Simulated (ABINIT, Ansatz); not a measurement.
## TiO2 (Rutile): one start, several treatments of the self-energy

How much does the gap of TiO2 (Rutile) depend on the approximation to the self-energy?

Calculated with ABINIT 10.8.3; PBE and many-body steps on it, plane waves.

**The experiments to reproduce.**

- Gap 3.03 eV: experimental band gap, quoted; bulk crystal (quoted in “Polaron-induced phonon localization and stiffening in rutile TiO2”, 2016, arxiv:1612.05679).

- Gap 3.05 eV: band gap; bulk crystal (literature experimental value) (quoted in “Hydrogen related defects in titanium dioxide at the interface to palladium”, 2021, arxiv:2112.05953).

- Gap 3.28 eV: optical bandgap after anatase to rutile transformation; spectroscopic ellipsometry; film (polycrystalline sol-gel film on Si(100), annealed at high temperature below 800 °C) (“Photocatalytic Performance of Sol-Gel Prepared TiO2 Thin Films Annealed at Various Temperatures”, 2023, pmc:10419699).

- Gap 3.09 ± 0.06 eV: optical gap from Tauc plot assuming indirect allowed transition; UV/vis diffuse reflectance, Kubelka-Munk and Tauc analysis; film (30 nm ALD shell on quartz particles, grown at 200 C, annealed in air at 500 C; rutile-rich with some anatase) on SiO2 (quartz particles) (“Defect-Mediated Crystallization of the Particulate TiO2 Photocatalyst Grown by Atomic Layer Deposition”, 2024, pmc:11726664).

This is a report of a sequence of runs, with most program output left out.

## (1) Set-up

Symmetry: P4_2/mnm, No. 136, tetragonal system. Conventional cell: a = 4.592 Å, b = 4.592 Å, c = 2.957 Å, α = 90.00°, β = 90.00°, γ = 90.00°. Nearest to Ti lie 6 O at 1.95 to 1.98 Å. Nearest to O lie 3 Ti at 1.95 to 1.98 Å. Farther neighbours and most contacts between anions are not listed.

The cell and positions come from the Crystallography Open Database and are kept as given unless a step says otherwise.

## (2) Empty states on the mesh, 4×4×4 mesh, 199 bands

This step: ABINIT 10.8.3; DFT, PBE, plane waves, norm-conserving pseudopotentials.

The sums over transitions need many empty states on a uniform mesh; this step solves for them.

Contents of run.abi:

```
acell 3*1.0 Angstrom
rprim 
  4.592200000000 0.000000000000 0.000000000000
  0.000000000000 4.592200000000 0.000000000000
  0.000000000000 0.000000000000 2.957400000000
ntypat 2
znucl 22 8
natom 6
typat 1 1 2 2 2 2
xred 
  0.000000000000 0.000000000000 0.000000000000
  0.500000000000 0.500000000000 0.500000000000
  0.304960000000 0.304960000000 0.000000000000
  0.195040000000 0.804960000000 0.500000000000
  0.695040000000 0.695040000000 0.000000000000
  0.804960000000 0.195040000000 0.500000000000
pp_dirpath "pseudos"
pseudos "Ti.upf, O.upf"
ecut 38
ngkpt 4 4 4
nshiftk 1
shiftk 0 0 0
kptopt 1
chksymbreak 0
irdden 1
istwfk *1
nband 199
prtvol 0
optdriver 6
gwr_task "HDIAGO"
paral_kgb 0
occopt 1
indata_prefix "in"
outdata_prefix "out"
tmpdata_prefix "tmp"
```

The run is started by

```
$ OMP_NUM_THREADS=1 mpirun -n 8 abinit run.abi > log
```

Wall time 3.2 min (8 MPI ranks of Arm Neoverse V2, shared host); peak memory 9.9 GiB.

Numbers from this step:

- gap: 1.917 eV
- k of the valence top: 0, 0, 0
- k of the conduction bottom: 0, 0, 0
- least direct gap: 1.917 eV
- k points computed: 18
- lowest point of the top converged band, above the valence top: 98.8452 eV

On this mesh the gap is 1.917 eV.

The density comes from a self-consistent run that is not shown.

## (3) Screening, 4×4×4 mesh, 92 bands, screening to 114.3 eV

The RPA dielectric matrix is built and inverted for each q.

This step: RPA screening on PBE, plane waves, norm-conserving pseudopotentials.

Edit run.abi of step 2 so:

```diff
@@ -24,10 +24,11 @@
 chksymbreak 0
-irdden 1
 istwfk *1
-nband 199
-prtvol 0
-optdriver 6
-gwr_task "HDIAGO"
-paral_kgb 0
 occopt 1
+irdwfk 1
+optdriver 3
+nband 92
+ecuteps 4.2
+inclvkb 2
+awtr 1
+symchi 1
 indata_prefix "in"
```

It took 74 s on 8 MPI ranks; peak memory 3.4 GiB.

Numbers from this step:

```
ε∞ with local fields, on this mesh, along the program's q direction : 8.562
the same without local fields                                       : 8.952
plasma frequency                                                    : 32.58 eV
plane waves in the screening matrix                                 : 181
```

Local fields lower ε∞ by 4 %. On a Γ-centred mesh this coarse the value itself is usually too large, while a short band sum pulls it down.

## (4) G0W0, Godby-Needs plasmon pole

The self-energy is evaluated for the states that the input lists, and the levels follow from it, in one-shot runs by the linearised quasiparticle equation.

This step: G0W0 on PBE, plane waves, norm-conserving pseudopotentials.

Edit run.abi of step 3 so:

```diff
@@ -27,8 +27,15 @@
 irdwfk 1
-optdriver 3
+optdriver 4
 nband 92
+gwcalctyp 0
+ecutsigx 38
+symsigma 1
+nkptgw 1
+kptgw 
+  0.0000000000 0.0000000000 0.0000000000
+bdgw 
+  22 26
 ecuteps 4.2
-inclvkb 2
-awtr 1
-symchi 1
+irdscr 1
+ppmodel 1
 indata_prefix "in"
```

Elapsed: 4.2 s, on 8 MPI ranks; peak memory 1.6 GiB.

Numbers from this step:

| Property | Result |
| --- | --- |
| G0W0 gap on the points computed | 3.380 eV |
| starting gap on the mesh | 1.917 eV |
| k of the valence top | 0, 0, 0 |
| k of the conduction bottom | 0, 0, 0 |
| Z at the valence top | 0.765 |
| Z at the conduction bottom | 0.78 |
| least direct G0W0 gap on the computed points | 3.380 eV |

The gap on the mesh goes from 1.92 eV to 3.38 eV, a correction of +1.46 eV.

## (5) G0W0, von der Linden-Horsch plasmon pole

Edit run.abi of step 4 so:

```diff
@@ -39,3 +39,3 @@
 irdscr 1
-ppmodel 1
+ppmodel 3
 indata_prefix "in"
```

The job ended after 3.7 s (8 MPI ranks; peak memory 1.5 GiB).

Numbers from this step:

| Quantity | Value |
| --- | --- |
| G0W0 gap on the points computed | 3.521 eV |
| starting gap on the mesh | 1.917 eV |
| k of the valence top | 0, 0, 0 |
| k of the conduction bottom | 0, 0, 0 |
| Z at the valence top | 0.833 |
| Z at the conduction bottom | 0.843 |
| least direct G0W0 gap on the computed points | 3.521 eV |

Against G0W0 in ABINIT (4×4×4 mesh, 92 bands, screening to 114.3 eV, Godby-Needs plasmon pole), the gap moves by +0.141 eV.

## (6) G0W0, Engel-Farid plasmon pole

Edit run.abi of step 5 so:

```diff
@@ -39,3 +39,3 @@
 irdscr 1
-ppmodel 3
+ppmodel 4
 indata_prefix "in"
```

Run time: 3.7 s. Hardware: 8 MPI ranks; peak memory 1.5 GiB.

Numbers from this step:

```
G0W0 gap on the points computed              : 3.493 eV
starting gap on the mesh                     : 1.917 eV
k of the valence top                         : 0, 0, 0
k of the conduction bottom                   : 0, 0, 0
least direct G0W0 gap on the computed points : 3.493 eV
```

Against G0W0 in ABINIT (4×4×4 mesh, 92 bands, screening to 114.3 eV, Godby-Needs plasmon pole), the gap moves by +0.113 eV.

## (7) One-shot Hartree-Fock

This step: one-shot Hartree-Fock on PBE, plane waves, norm-conserving pseudopotentials.

Edit run.abi of step 6 so:

```diff
@@ -28,4 +28,4 @@
 optdriver 4
-nband 92
-gwcalctyp 0
+nband 28
+gwcalctyp 5
 ecutsigx 38
@@ -37,5 +37,4 @@
   22 26
-ecuteps 4.2
-irdscr 1
-ppmodel 4
+ixc_sigma 40
+fftgw 31
 indata_prefix "in"
```

Run time: 2.4 s. Hardware: 8 MPI ranks; peak memory 0.18 GiB; 18 s of CPU time.

Numbers from this step:

* quasiparticle gap on the points computed: 14.58 eV
* starting gap on the mesh: 1.917 eV
* k of the valence top: 0, 0, 0
* k of the conduction bottom: 0, 0, 0
* least direct quasiparticle gap on the computed points: 14.58 eV

Against G0W0 in ABINIT (4×4×4 mesh, 92 bands, screening to 114.3 eV, Godby-Needs plasmon pole), the gap moves by +11.198 eV.

## (8) Screening, 4×4×4 mesh, 92 bands, screening to 114.3 eV

This step: RPA screening on PBE, plane waves, norm-conserving pseudopotentials.

Edit run.abi of step 7 so:

```diff
@@ -27,14 +27,13 @@
 irdwfk 1
-optdriver 4
-nband 28
-gwcalctyp 5
-ecutsigx 38
-symsigma 1
-nkptgw 1
-kptgw 
-  0.0000000000 0.0000000000 0.0000000000
-bdgw 
-  22 26
-ixc_sigma 40
-fftgw 31
+optdriver 3
+nband 92
+ecuteps 4.2
+inclvkb 2
+awtr 1
+symchi 1
+gwcalctyp 2
+nfreqre 16
+freqremax 40 eV
+nfreqim 8
+spmeth 0
 indata_prefix "in"
```

Run time: 4.1 min. Hardware: 8 MPI ranks; peak memory 3.5 GiB.

This step gave:

- ε∞ with local fields, on this mesh, along the program's q direction: 8.562
- the same without local fields: 8.952
- plasma frequency: 32.58 eV
- plane waves in the screening matrix: 181

## (9) G0W0, contour deformation

This step: G0W0 on PBE, plane waves, norm-conserving pseudopotentials.

Edit run.abi of step 8 so:

```diff
@@ -27,13 +27,14 @@
 irdwfk 1
-optdriver 3
+optdriver 4
 nband 92
+gwcalctyp 2
+ecutsigx 38
+symsigma 1
+nkptgw 1
+kptgw 
+  0.0000000000 0.0000000000 0.0000000000
+bdgw 
+  22 26
 ecuteps 4.2
-inclvkb 2
-awtr 1
-symchi 1
-gwcalctyp 2
-nfreqre 16
-freqremax 40 eV
-nfreqim 8
-spmeth 0
+irdscr 1
 indata_prefix "in"
```

Run time: 3.9 s. Hardware: 8 MPI ranks; peak memory 1.8 GiB.

Numbers from this step:

* G0W0 gap on the points computed: 3.402 eV
* starting gap on the mesh: 1.917 eV
* k of the valence top: 0, 0, 0
* k of the conduction bottom: 0, 0, 0
* least direct G0W0 gap on the computed points: 3.402 eV

Against G0W0 in ABINIT (4×4×4 mesh, 92 bands, screening to 114.3 eV, Godby-Needs plasmon pole), the gap moves by +0.022 eV.

## (10) The runs together

Times are wall times on 8 MPI ranks of Arm Neoverse V2, shared host, good to a factor of about two. A run's time includes the screening step that it read.

| run | mesh | bands | screening cutoff (eV) | DFT gap (eV) | gap on the mesh (eV) | direct (eV) | ε∞ used | time |
| --- | --- | --- | --- | --- | --- | --- | --- | --- |
| G0W0, Godby-Needs plasmon pole | 4×4×4 | 92 | 114.3 | 1.917 | 3.380 | 3.380 | 8.56 | 78 s |
| G0W0, von der Linden-Horsch plasmon pole | 4×4×4 | 92 | 114.3 | 1.917 | 3.521 | 3.521 | 8.56 | 78 s |
| G0W0, Engel-Farid plasmon pole | 4×4×4 | 92 | 114.3 | 1.917 | 3.493 | 3.493 | 8.56 | 78 s |
| one-shot Hartree-Fock | 4×4×4 | - | - | 1.917 | 14.578 | 14.578 | - | 2.4 s |
| G0W0, contour deformation | 4×4×4 | 92 | 114.3 | 1.917 | 3.402 | 3.402 | 8.56 | 4.2 min |

## (11) Summary of results

```
G0W0, Godby-Needs plasmon pole           : 3.380 eV
G0W0, von der Linden-Horsch plasmon pole : 3.521 eV
G0W0, Engel-Farid plasmon pole           : 3.493 eV
one-shot Hartree-Fock                    : 14.578 eV
G0W0, contour deformation                : 3.402 eV
known limits                             : not at the basis limit; coarse k mesh
```

What this shows: G0W0, von der Linden-Horsch plasmon pole: +0.141 eV against G0W0, Godby-Needs plasmon pole. G0W0, Engel-Farid plasmon pole: +0.113 eV against G0W0, Godby-Needs plasmon pole. One-shot Hartree-Fock: +11.198 eV against G0W0, Godby-Needs plasmon pole. G0W0, contour deformation: +0.022 eV against G0W0, Godby-Needs plasmon pole. Bare exchange alone opens the gap to 14.58 eV; against G0W0, correlation takes back 11.20 eV. Against experiment, by G0W0, Godby-Needs plasmon pole: the gap of 3.38 eV lies +0.35 eV from the measured 3.03 eV (kind not stated, quoted 2016); the gap of 3.38 eV lies +0.33 eV from the measured 3.05 eV (kind not stated, quoted 2021); the gap of 3.38 eV lies +0.10 eV from the measured 3.28 eV (optical, 2023); the gap of 3.38 eV lies +0.29 eV from the measured 3.09 ± 0.06 eV (indirect, on SiO2 (quartz particles), 2024). An exciton line or allowed optical edge lies below the quasiparticle gap by the binding energy; a forbidden edge can push the onset above it. These are gaps on the mesh, at modest bands and cutoff. The calculation has static nuclei and no excitons; a measured gap holds zero-point and thermal motion, which mostly lowers it. Bands and cutoff are finite, so the gap is not at the basis limit. The miss can reach some tenths of an eV and take either sign; the mesh is an error of its own. In the G0W0 runs levels were corrected at 1 k point alone, so a gap called «on the mesh» is the least over those, and an edge elsewhere would be missed. The 4×4×4 mesh is coarse for this cell, which bears on the long-range parts of exchange and screening.

[Paths, hosts, dates, memory and timing lines, banners, echoed tables and standing remarks are left out of the program output.]

[Logs are printed without paths, hosts, clocks, repeated set-up lines and the standing remarks that a program may print on its own settings, such as how far it seeks lower states.]

[Runs of the session that timed out or met a known fault of the program may be left out.]

[Hosts, paths, dates, database ids (printed as entryN), source tags and the programs' standing remarks are cut or masked in the printed files.]

[G0W0 gaps are taken among the corrected bands and points alone; a level outside them can change the order at an edge.]

[Where Ansatz stands beside ABINIT at settings called matched, ABINIT's density can come from a denser mesh and the files from another edition; pairs whose starting gaps differed by over 0.03 eV were left out, so agreement reads better than it is.]
